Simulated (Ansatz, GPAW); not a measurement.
# Work function of a 5-layer slab of Ba(100) at several levels

How far do functional and basis move the work function of a 5-layer slab of Ba(100)?

Calculated with GPAW 26.7.0 and Ansatz 0.2.0; Ansatz plane waves; slab in vacuum with a dipole correction, relaxation, in the first sound run; inputs show where later runs differ.

## 1. The starting structure

The cell holds 5 atoms: 5 Ba. Its edges and angles: a = 5.020 Å, b = 5.020 Å, c = 26.040 Å, α = 90.0°, β = 90.0°, γ = 90.0°. Vacuum lies along c.

## 2. Relaxation

Forces are removed first; all later runs use this geometry. The lowest 2 atoms are held at bulk positions and keep their forces.

input.yaml reads:

```yaml
crystal:
  lattice:
    - [5.02, 0.0, 0.0]
    - [0.0, 5.02, 0.0]
    - [0.0, 0.0, 26.04]
  atoms:
    - { symbol: Ba, position: [0.0, 0.0, 0.3072196621] }
    - { symbol: Ba, position: [0.5, 0.5, 0.403609831] }
    - { symbol: Ba, position: [0.0, 0.0, 0.5] }
    - { symbol: Ba, position: [0.5, 0.5, 0.596390169] }
    - { symbol: Ba, position: [0.0, 0.0, 0.6927803379] }
kpoints:
  mp_grid: { grid: [6, 6, 1] }
hamiltonian:
  xc: pbe
scf:
  occupations: { method: fermi_dirac, width: 0.1 }
efield:
  axis: 3
  dipole_correction: true
  ramp_width: 0.05
relax:
  f_tol: 0.02
  max_steps: 60
  constraints: [{ sites: [0, 1] }]
output:
  write_potential: true
  write_density: true
  volumetric_format: npy
```

Run with:

```
> ansatz run input.yaml --threads 4 --pin off --max-ram 8192MiB --backend cpu --events-out ev --progress --plain --runs-dir out
```

Numbers of over 12 decimals in the logs are rounded to 6 here.

Output:

```text
Engine: ansatz 0.2.0, aarch64-unknown-linux-gnu
Pseudopotentials: kind: paw
Pseudopotential: Ba, paw, valence charge 10, recommended cutoff 420 eV (normal), Ba.paw.azcp
Functional definition: PBE
  parameter kappa = 0.804
  parameter beta = 0.066725
  exchange = pbe_x(kappa = kappa, mu = beta*pi^2/3)
  correlation = pbe_c(beta = beta)
Crystal: 5 atoms, lattice volume = 656.218 Å³
Basis set: ecut = 420 eV, 12859 PW (Γ), exchange–correlation on 72×72×360 points (8 copies of the dense FFT grid, shifted against one another)
Bands: 30, of which v1, the nominal top of the filled ones, is band 25 counted from 1 (24 counted from 0)
Symmetry: 8 space group operations
k-points: 10 of 36
Non-local potential: Ba, projectors of the file, l = 0: 3, l = 1: 2, l = 2: 2, l = 3: 2
PAW form: soft (Blöchl's): semilocal exchange-correlation on the pseudo side does not see the compensation charge
PAW one-centre angular grid: Ba, 194 points (default); XC on 64 Gauss nodes
Initial density: superposition of atomic densities (neutral atoms: chi_scale 0, normalization atom), corrected by the library's trained network
Initial wavefunctions: pseudopotential atomic-orbital guess
Functional: x = pbe(κ = 0.804, μ = 0.219515), c = pbe(β = 0.066725)
SCF iter   1: F=—  HF=-29746.804144 eV  |F-HF|=—  |Δ(HF+E_count)|=         —  Δρ=9.07e-4  dr2=5.78e-2  ethr=1.77e-3  p=0.000 e·Å  D=3.23e-14 V/Å  ΔV_dip=-0.00 eV  dr2_dipole=1.40e-9  V_vac-E_F(+/−)=2.31/2.31 eV  ⟨swp⟩=14.9  Hψ=4972  notcnv=0
efield: sawtooth ramp at fractional position 0.9750 (placed from the atoms, in the widest stretch of the axis that holds none; the zero of the levels goes with the place), width 0.0500; the density the first Hamiltonian is built on has a dipole p = 0.000 e·Å; the dipole correction subtracts the counter field D = 3.23e-14 V/Å, which shifts the + side's vacuum level by -0.00 eV against the − side's; the planar-averaged density in the ramp window peaks in size at 4.3e-5 e/Å³
automatic band count: the SCF goes on with 35 bands, as 30 were too few: the levels above may hold too much charge
preconditioner: auto → LDOS  [metal: Δε(μ)=0.067 eV  Ē_g=1.546 eV  σ=0.100 eV  W_gap=0.16  n_scr=62 (ndim 8)  ℏωp=4.6 eV  f_vac=0.429  D(μ)=8.65/eV (n_scr^D=40)  β→1.0]
SCF iter   2: F=—  HF=-29746.802350 eV  |F-HF|=—  |Δ(HF+E_count)|=   1.79e-3  Δρ=3.71e-4  dr2=4.59e-3  ethr=1.16e-4  p=-0.000 e·Å  D=-3.45e-7 V/Å  ΔV_dip=0.00 eV  dr2_dipole=2.74e-10  V_vac-E_F(+/−)=2.35/2.35 eV  ⟨swp⟩=1.9  Hψ=442  notcnv=0
SCF iter   3: F=—  HF=-29746.802823 eV  |F-HF|=—  |Δ(HF+E_count)|=   4.74e-4  Δρ=1.31e-4  dr2=3.30e-4  ethr=9.17e-6  p=0.000 e·Å  D=3.50e-6 V/Å  ΔV_dip=-0.00 eV  dr2_dipole=3.39e-9  V_vac-E_F(+/−)=2.36/2.36 eV  ⟨swp⟩=2.7  Hψ=620  notcnv=0
SCF iter   4: F=—  HF=-29746.802828 eV  |F-HF|=—  |Δ(HF+E_count)|=   4.87e-6  Δρ=7.86e-5  dr2=9.33e-5  ethr=6.60e-7  p=0.000 e·Å  D=1.81e-6 V/Å  ΔV_dip=-0.00 eV  dr2_dipole=1.17e-11  V_vac-E_F(+/−)=2.37/2.37 eV  ⟨swp⟩=2.0  Hψ=575  notcnv=0
iter 5 did not close the SCF: its close was put off for the readings that it lacked (scf_convergence_deferred on its scf_iter line)
SCF iter   5: F=-29746.802810 eV  HF=-29746.802815 eV  |F-HF|=5.14e-6  |Δ(HF+E_count)|=   1.31e-5  Δρ=2.24e-5  dr2=9.66e-6  ethr=1.87e-7  p=0.000 e·Å  D=7.18e-7 V/Å  ΔV_dip=-0.00 eV  dr2_dipole=2.35e-10  V_vac-E_F(+/−)=2.37/2.37 eV  ⟨swp⟩=2.1  Hψ=559  notcnv=0
SCF iter   6: F=-29746.802814 eV  HF=-29746.802814 eV  |F-HF|=2.31e-7  |Δ(HF+E_count)|=   8.91e-7  Δρ=5.60e-6  dr2=5.47e-7  ethr=1.93e-8  p=-0.000 e·Å  D=-3.49e-8 V/Å  ΔV_dip=0.00 eV  dr2_dipole=7.68e-13  V_vac-E_F(+/−)=2.37/2.37 eV  ⟨swp⟩=10.6  Hψ=3204  notcnv=0
SCF 1 converged in 6 iterations: F = -29746.802814 eV  dr2 = 5.47e-7
  greatest PAW one-centre occupation: 0.959 electrons in one spin orbital (limit 2), on the Ba atom at site 0 (counted from 0), in its partial waves of l = 0
relax step   1: F+E_penalty+E_count = -29746.80281391 eV  Δ(F+E_penalty+E_count) = +0.000e0 eV  max|allowed force component| = 1.028e-1 eV/Å  Δτ_max = 0.0000 Å  (6 SCF iters, dr2 threshold 1.00e-5 eV, accepted)
Bands: 35, of which v1, the nominal top of the filled ones, is band 25 counted from 1 (24 counted from 0)
Initial density: handed on by an earlier stage of this run
Initial wavefunctions: those handed on with the density
iter 1 solved again at ethr=5.88e-5 eV; its pass at ethr=3.10e-3 eV (dr2=2.94e-2 eV) is discarded
SCF iter   1: F=—  HF=-29746.806550 eV  |F-HF|=—  |Δ(HF+E_count)|=         —  Δρ=3.30e-4  dr2=2.73e-2  ethr=5.88e-5  p=-0.000 e·Å  D=-3.46e-8 V/Å  ΔV_dip=0.00 eV  dr2_dipole=9.88e-3  V_vac-E_F(+/−)=2.37/2.37 eV  ⟨swp⟩=1.8  Hψ=1074  notcnv=0
efield: sawtooth ramp at fractional position 0.9750 (handed on by an earlier solve), width 0.0500; the density the first Hamiltonian is built on has a dipole p = -0.000 e·Å; the dipole correction subtracts the counter field D = -3.46e-8 V/Å, which shifts the + side's vacuum level by +0.00 eV against the − side's; the planar-averaged density in the ramp window peaks in size at 4.8e-6 e/Å³
preconditioner: auto → LDOS  [metal: Δε(μ)=0.067 eV  Ē_g=1.542 eV  σ=0.100 eV  W_gap=0.16  n_scr=62 (ndim 8)  ℏωp=4.6 eV  f_vac=0.427  D(μ)=8.45/eV (n_scr^D=40)  β→1.0]
SCF iter   2: F=—  HF=-29746.805630 eV  |F-HF|=—  |Δ(HF+E_count)|=   9.20e-4  Δρ=8.07e-5  dr2=2.70e-4  ethr=5.46e-5  p=0.001 e·Å  D=2.00e-4 V/Å  ΔV_dip=-0.01 eV  dr2_dipole=3.78e-5  V_vac-E_F(+/−)=2.36/2.37 eV  ⟨swp⟩=1.0  Hψ=350  notcnv=0
SCF iter   3: F=—  HF=-29746.805725 eV  |F-HF|=—  |Δ(HF+E_count)|=   9.48e-5  Δρ=2.76e-5  dr2=1.98e-5  ethr=5.40e-7  p=0.001 e·Å  D=1.45e-4 V/Å  ΔV_dip=-0.00 eV  dr2_dipole=4.92e-8  V_vac-E_F(+/−)=2.36/2.37 eV  ⟨swp⟩=2.3  Hψ=485  notcnv=0
SCF iter   4: F=—  HF=-29746.805726 eV  |F-HF|=—  |Δ(HF+E_count)|=   1.10e-6  Δρ=1.26e-5  dr2=3.38e-6  ethr=3.96e-8  p=0.000 e·Å  D=1.34e-4 V/Å  ΔV_dip=-0.00 eV  dr2_dipole=5.77e-8  V_vac-E_F(+/−)=2.36/2.37 eV  ⟨swp⟩=2.1  Hψ=506  notcnv=0
SCF iter   5: F=-29746.805726 eV  HF=-29746.805726 eV  |F-HF|=7.19e-8  |Δ(HF+E_count)|=   2.77e-7  Δρ=3.54e-6  dr2=1.72e-7  ethr=1.32e-9  p=0.001 e·Å  D=1.39e-4 V/Å  ΔV_dip=-0.00 eV  dr2_dipole=3.39e-10  V_vac-E_F(+/−)=2.36/2.37 eV  ⟨swp⟩=11.8  Hψ=3195  notcnv=0
SCF 2 converged in 5 iterations: F = -29746.805726 eV  dr2 = 1.72e-7
relax step   2: F+E_penalty+E_count = -29746.80572573 eV  Δ(F+E_penalty+E_count) = -2.912e-3 eV  max|allowed force component| = 6.747e-2 eV/Å  Δτ_max = 0.0331 Å  (5 SCF iters, dr2 threshold 6.60e-7 eV, accepted)
iter 1 solved again at ethr=4.18e-4 eV; its pass at ethr=3.10e-3 eV (dr2=2.09e-1 eV) is discarded
SCF iter   1: F=—  HF=-29746.814698 eV  |F-HF|=—  |Δ(HF+E_count)|=         —  Δρ=8.55e-4  dr2=2.05e-1  ethr=4.18e-4  p=0.001 e·Å  D=1.39e-4 V/Å  ΔV_dip=-0.00 eV  dr2_dipole=8.08e-2  V_vac-E_F(+/−)=2.36/2.36 eV  ⟨swp⟩=1.0  Hψ=1405  notcnv=0
efield: sawtooth ramp at fractional position 0.9750 (handed on by an earlier solve), width 0.0500; the density the first Hamiltonian is built on has a dipole p = 0.001 e·Å; the dipole correction subtracts the counter field D = 1.39e-4 V/Å, which shifts the + side's vacuum level by -0.00 eV against the − side's; the planar-averaged density in the ramp window peaks in size at 4.9e-6 e/Å³
preconditioner: auto → LDOS  [metal: Δε(μ)=0.086 eV  Ē_g=1.543 eV  σ=0.100 eV  W_gap=0.21  n_scr=62 (ndim 8)  ℏωp=4.6 eV  f_vac=0.426  D(μ)=8.35/eV (n_scr^D=40)  β→1.0]
SCF iter   2: F=—  HF=-29746.808222 eV  |F-HF|=—  |Δ(HF+E_count)|=   6.48e-3  Δρ=1.94e-4  dr2=1.65e-3  ethr=4.10e-4  p=0.001 e·Å  D=2.86e-4 V/Å  ΔV_dip=-0.01 eV  dr2_dipole=2.97e-4  V_vac-E_F(+/−)=2.36/2.37 eV  ⟨swp⟩=1.0  Hψ=350  notcnv=0
SCF iter   3: F=—  HF=-29746.808453 eV  |F-HF|=—  |Δ(HF+E_count)|=   2.31e-4  Δρ=6.66e-5  dr2=1.09e-4  ethr=3.30e-6  p=0.001 e·Å  D=3.70e-4 V/Å  ΔV_dip=-0.01 eV  dr2_dipole=7.07e-8  V_vac-E_F(+/−)=2.36/2.37 eV  ⟨swp⟩=2.6  Hψ=493  notcnv=0
SCF iter   4: F=—  HF=-29746.808458 eV  |F-HF|=—  |Δ(HF+E_count)|=   5.03e-6  Δρ=2.99e-5  dr2=1.99e-5  ethr=2.18e-7  p=0.002 e·Å  D=4.27e-4 V/Å  ΔV_dip=-0.01 eV  dr2_dipole=1.53e-7  V_vac-E_F(+/−)=2.36/2.37 eV  ⟨swp⟩=2.4  Hψ=599  notcnv=0
SCF iter   5: F=—  HF=-29746.808505 eV  |F-HF|=—  |Δ(HF+E_count)|=   4.66e-5  Δρ=9.31e-6  dr2=1.23e-6  ethr=3.99e-8  p=0.002 e·Å  D=5.05e-4 V/Å  ΔV_dip=-0.01 eV  dr2_dipole=3.29e-8  V_vac-E_F(+/−)=2.36/2.37 eV  ⟨swp⟩=2.1  Hψ=529  notcnv=0
SCF iter   6: F=—  HF=-29746.808505 eV  |F-HF|=—  |Δ(HF+E_count)|=   2.83e-8  Δρ=1.93e-6  dr2=1.11e-7  ethr=2.00e-10  p=0.002 e·Å  D=5.10e-4 V/Å  ΔV_dip=-0.01 eV  dr2_dipole=4.83e-13  V_vac-E_F(+/−)=2.36/2.37 eV  ⟨swp⟩=11.4  Hψ=2991  notcnv=0
SCF iter   7: F=-29746.808505 eV  HF=-29746.808505 eV  |F-HF|=2.69e-9  |Δ(HF+E_count)|=   4.13e-9  Δρ=6.10e-7  dr2=6.97e-9  ethr=2.00e-10  p=0.002 e·Å  D=5.11e-4 V/Å  ΔV_dip=-0.01 eV  dr2_dipole=3.67e-11  V_vac-E_F(+/−)=2.36/2.37 eV  ⟨swp⟩=10.2  Hψ=2389  notcnv=0
SCF 3 converged in 7 iterations: F = -29746.808505 eV  dr2 = 6.97e-9
relax step   3: F+E_penalty+E_count = -29746.80850459 eV  Δ(F+E_penalty+E_count) = -2.779e-3 eV  max|allowed force component| = 5.317e-3 eV/Å  Δτ_max = 0.0692 Å  (7 SCF iters, accepted)
NSCF: frozen V_eff on 10 k-points
the band table was solved once a step of the walk had ended and its energy, with any forces and stress, was formed, with the checks that follow a solve (1767 applications of the Hamiltonian). They found nothing against the state; the energy, forces and stress were not computed again (output.eigenvalues in the input reference)
WARN: The output density's exchange-correlation potential varies sharply where the density is thin. Do not read a vacuum level from v_tot or v_xc, or from such a field of the output density. On a cell that repeats whose density bears no net charge and no dipole along the vacuum's axis use v_es (v_loc + v_h of the components); under efield.dipole_correction with no amplitude use v_es + v_field, which holds any externa [...]
SCF converged after 7 iterations
Free energy (F): -29746.808505 eV
Harris-Foulkes:  -29746.808505 eV  (|F-HF|=2.69e-9)
Internal energy: -29746.522114 eV  (E = F + TS)
E sigma→0 (E₀):  -29746.665309 eV
Entropy (-TS):   -0.286390 eV (-57.278 meV/atom)
Fermi energy:    1.670159 eV
Dipole field:    D = 0.000506 V/Å  (p = 0.001836 e·Å, saw-weighted, corrected)
Work function:   Φ+ = 2.3571 eV   Φ− = 2.3703 eV
Levels:          The Fermi level and band energies are counted from a zero that moves with the ramp; work functions are not
--- Per-component energies (eV) ---
  E_band       = -642.020993
  E_kinetic    = 829.385136
  E_local      = -12636.074215  (includes V_loc(G=0)·N_el)
  E_nonlocal   = 285.174789
  E_hartree    = 5861.623916
  E_xc         = -830.472803
  E_vxc        = -665.035240  (∫ρ·V_xc dr)
  E_paw        = -26128.992108  (= ΣΔE_a)
  E_vpaw       = -178.721290  (= ΣTr[D̂ρ^β])
  E_aug_tail   = -0.000009  (compensation charges beyond the density's cutoff)
  E_efield     = 0.000000  (sawtooth field / dipole correction)
  E_vefield    = 0.000719  (∫n·V_field dr)
  E_ewald      = 2872.833180
  E_smearing   = -0.286390  (= −TS)
  E_closure    = 0.000000  (closes the sum)
  Σ components = -29746.808505   (vs F -29746.808505, Δ=0.00e0)
--- Forces (eV/Å), atoms counted from 1 ---
  atom   1  Ba     0.00000000     0.00000000    -0.07359743
  atom   2  Ba     0.00000000     0.00000000     0.07461043
  atom   3  Ba    -0.00000000     0.00000000     0.00123996
  atom   4  Ba     0.00000000     0.00000000     0.00306345
  atom   5  Ba     0.00000000     0.00000000    -0.00531726
  max |Σ_I F_I| component: 8.46e-7 eV/Å
--- Band table (eV; the first three rows and the last of 10) ---
  k-point 0: bands = [... 21 lower, -0.3135, 0.4731, 1.1702, 1.2437, 1.2518, 1.6254, 2.2357, 2.3663, ... 6 higher]
  k-point 1: bands = [... 21 lower, -0.1100, 0.6117, 1.2482, 1.3442, 1.4222, 1.7378, 2.2020, 2.4070, ... 6 higher]
  k-point 2: bands = [... 21 lower, 0.3923, 0.8320, 1.1902, 1.3919, 1.7413, 2.0533, 2.2592, 2.4398, ... 6 higher]
  k-point 9: bands = [... 21 lower, 1.0111, 1.5230, 1.6290, 1.9974, 2.0634, 2.0634, 2.1711, 2.1711, ... 6 higher]
--- Relaxed structure (3 steps of the walk, 3 accepted, 0 SCFs on fresh bases) ---
  F+E_penalty+E_count = -29746.80850459 eV   max|allowed force component| = 5.317e-3 eV/Å
  atoms:
    - { symbol: Ba, position: [0.0, 0.0, 0.307220] }
    - { symbol: Ba, position: [0.5, 0.5, 0.403610] }
    - { symbol: Ba, position: [0, 0.0, 0.497753] }
    - { symbol: Ba, position: [0.5, 0.5, 0.592462] }
    - { symbol: Ba, position: [0, 0.0, 0.693507] }
```

Elapsed: 19 s, on 4 threads of Arm Neoverse V1, shared host; peak memory 0.93 GiB; 73 s of CPU time.

Step by step:

```
step  energy less that of the first step (eV)  largest force component (eV/Å)
   1                                   0.0000                          0.1028
   2                                  -0.0029                          0.0675
   3                                  -0.0057                          0.0053
```

The run keeps the 8 symmetry operations that it works with, so distortions that break them were not tested.

The atoms that moved most (Å):

```
atom     dx     dy      dz  length
 Ba4  0.000  0.000  -0.102   0.102
 Ba3  0.000  0.000  -0.059   0.059
 Ba5  0.000  0.000   0.019   0.019
```

Final coordinates:

```
Ba
1.0
     5.02000    0.00000    0.00000
     0.00000    5.02000    0.00000
     0.00000    0.00000   26.04000
Ba
5
Direct
  0.00000 0.00000 0.30722
  0.50000 0.50000 0.40361
  0.00000 0.00000 0.49775
  0.50000 0.50000 0.59246
  0.00000 0.00000 0.69351
```

Numbers from this step:

```
free energy             : -29746.8085 eV
smearing term TS        : 0.2864 eV
symmetry operations     : 8
upper work function     : 2.357 eV
lower work function     : 2.370 eV
dipole along the normal : 0.001836 e·Å
dipole field            : 5.06e-4 V/Å
vacuum level above      : 4.027 eV
vacuum level below      : 4.040 eV
```

The electrostatic potential energy of an electron (with the applied field's), less the Fermi level, planar mean by z:

z (Å), electrostatic potential energy of an electron (with the applied field's), less the Fermi level, planar mean (eV) and a bar from the least value:
```
      0.0       2.36 ##############################
      0.5       2.37 ##############################
      1.0       2.37 ##############################
      1.5       2.37 ##############################
      2.0       2.37 ##############################
      2.5       2.37 ##############################
      3.0       2.37 ##############################
      3.5       2.36 ##############################
      4.0       2.35 ##############################
      4.5       2.32 ##############################
      5.0       2.26 ##############################
      5.5       2.11 #############################
      6.0       1.80 ############################
      6.5       1.12 #########################
      7.0      -0.67 ##################
      7.5      -3.86 ######
      8.0      -5.30 
      8.5      -4.01 #####
      9.0      -1.28 ################
      9.5      -1.06 #################
     10.0      -3.53 #######
     10.5      -4.81 ##
     11.0      -3.70 ######
     11.5      -1.25 ################
     12.0      -1.37 ###############
     12.5      -3.90 #####
     13.0      -4.96 #
     13.5      -3.55 #######
     14.0      -1.09 ################
     14.5      -1.51 ###############
     15.0      -3.98 #####
     15.5      -4.80 ##
     16.0      -3.13 #########
     16.5      -0.57 ##################
     17.0      -0.83 #################
     17.5      -3.65 ######
     18.0      -5.29 
     18.5      -4.20 ####
     19.0      -1.07 #################
     19.5       0.95 ########################
     20.0       1.71 ###########################
     20.5       2.07 #############################
     21.0       2.23 #############################
     21.5       2.30 ##############################
     22.0       2.33 ##############################
     22.5       2.35 ##############################
     23.0       2.35 ##############################
     23.5       2.36 ##############################
     24.0       2.36 ##############################
     24.5       2.36 ##############################
     25.0       2.36 ##############################
     25.5       2.36 ##############################
```

The valence density, planar mean oscillates, so the rows of the table below give means over windows of 2.46 Å about each position, cut where the curve ends. Its maxima inside the range that stand out by 2 % of the span (Å: e/Å³): 8.1: 0.213, 10.6: 0.220, 13.0: 0.219, 15.5: 0.218, 17.9: 0.212. Its minima: 9.3: 0.0731, 11.7: 0.0771, 14.2: 0.0756, 16.8: 0.0635.

The valence density, planar mean by z; means over each step:

```
z (Å)  valence density, planar mean (e/Å³)
 1.23                               5.2e-6
 3.69                               3.7e-4
 6.15                               0.0303
 8.61                                0.155
11.07                                0.162
13.53                                0.161
15.99                                0.153
18.45                                0.141
20.91                              0.00363
23.37                               7.1e-5
25.83                               1.5e-6
```

The relaxation lowered the energy of the cell by 0.00569 eV.

(Part 1 of 3 ends here.)

[Logs are printed without paths, hosts, clocks, repeated set-up lines and the standing remarks that a program may print on its own settings, such as how far it seeks lower states.]

[Hosts, paths, dates, database ids (printed as entryN), source tags and the programs' standing remarks are cut or masked in the printed files.]
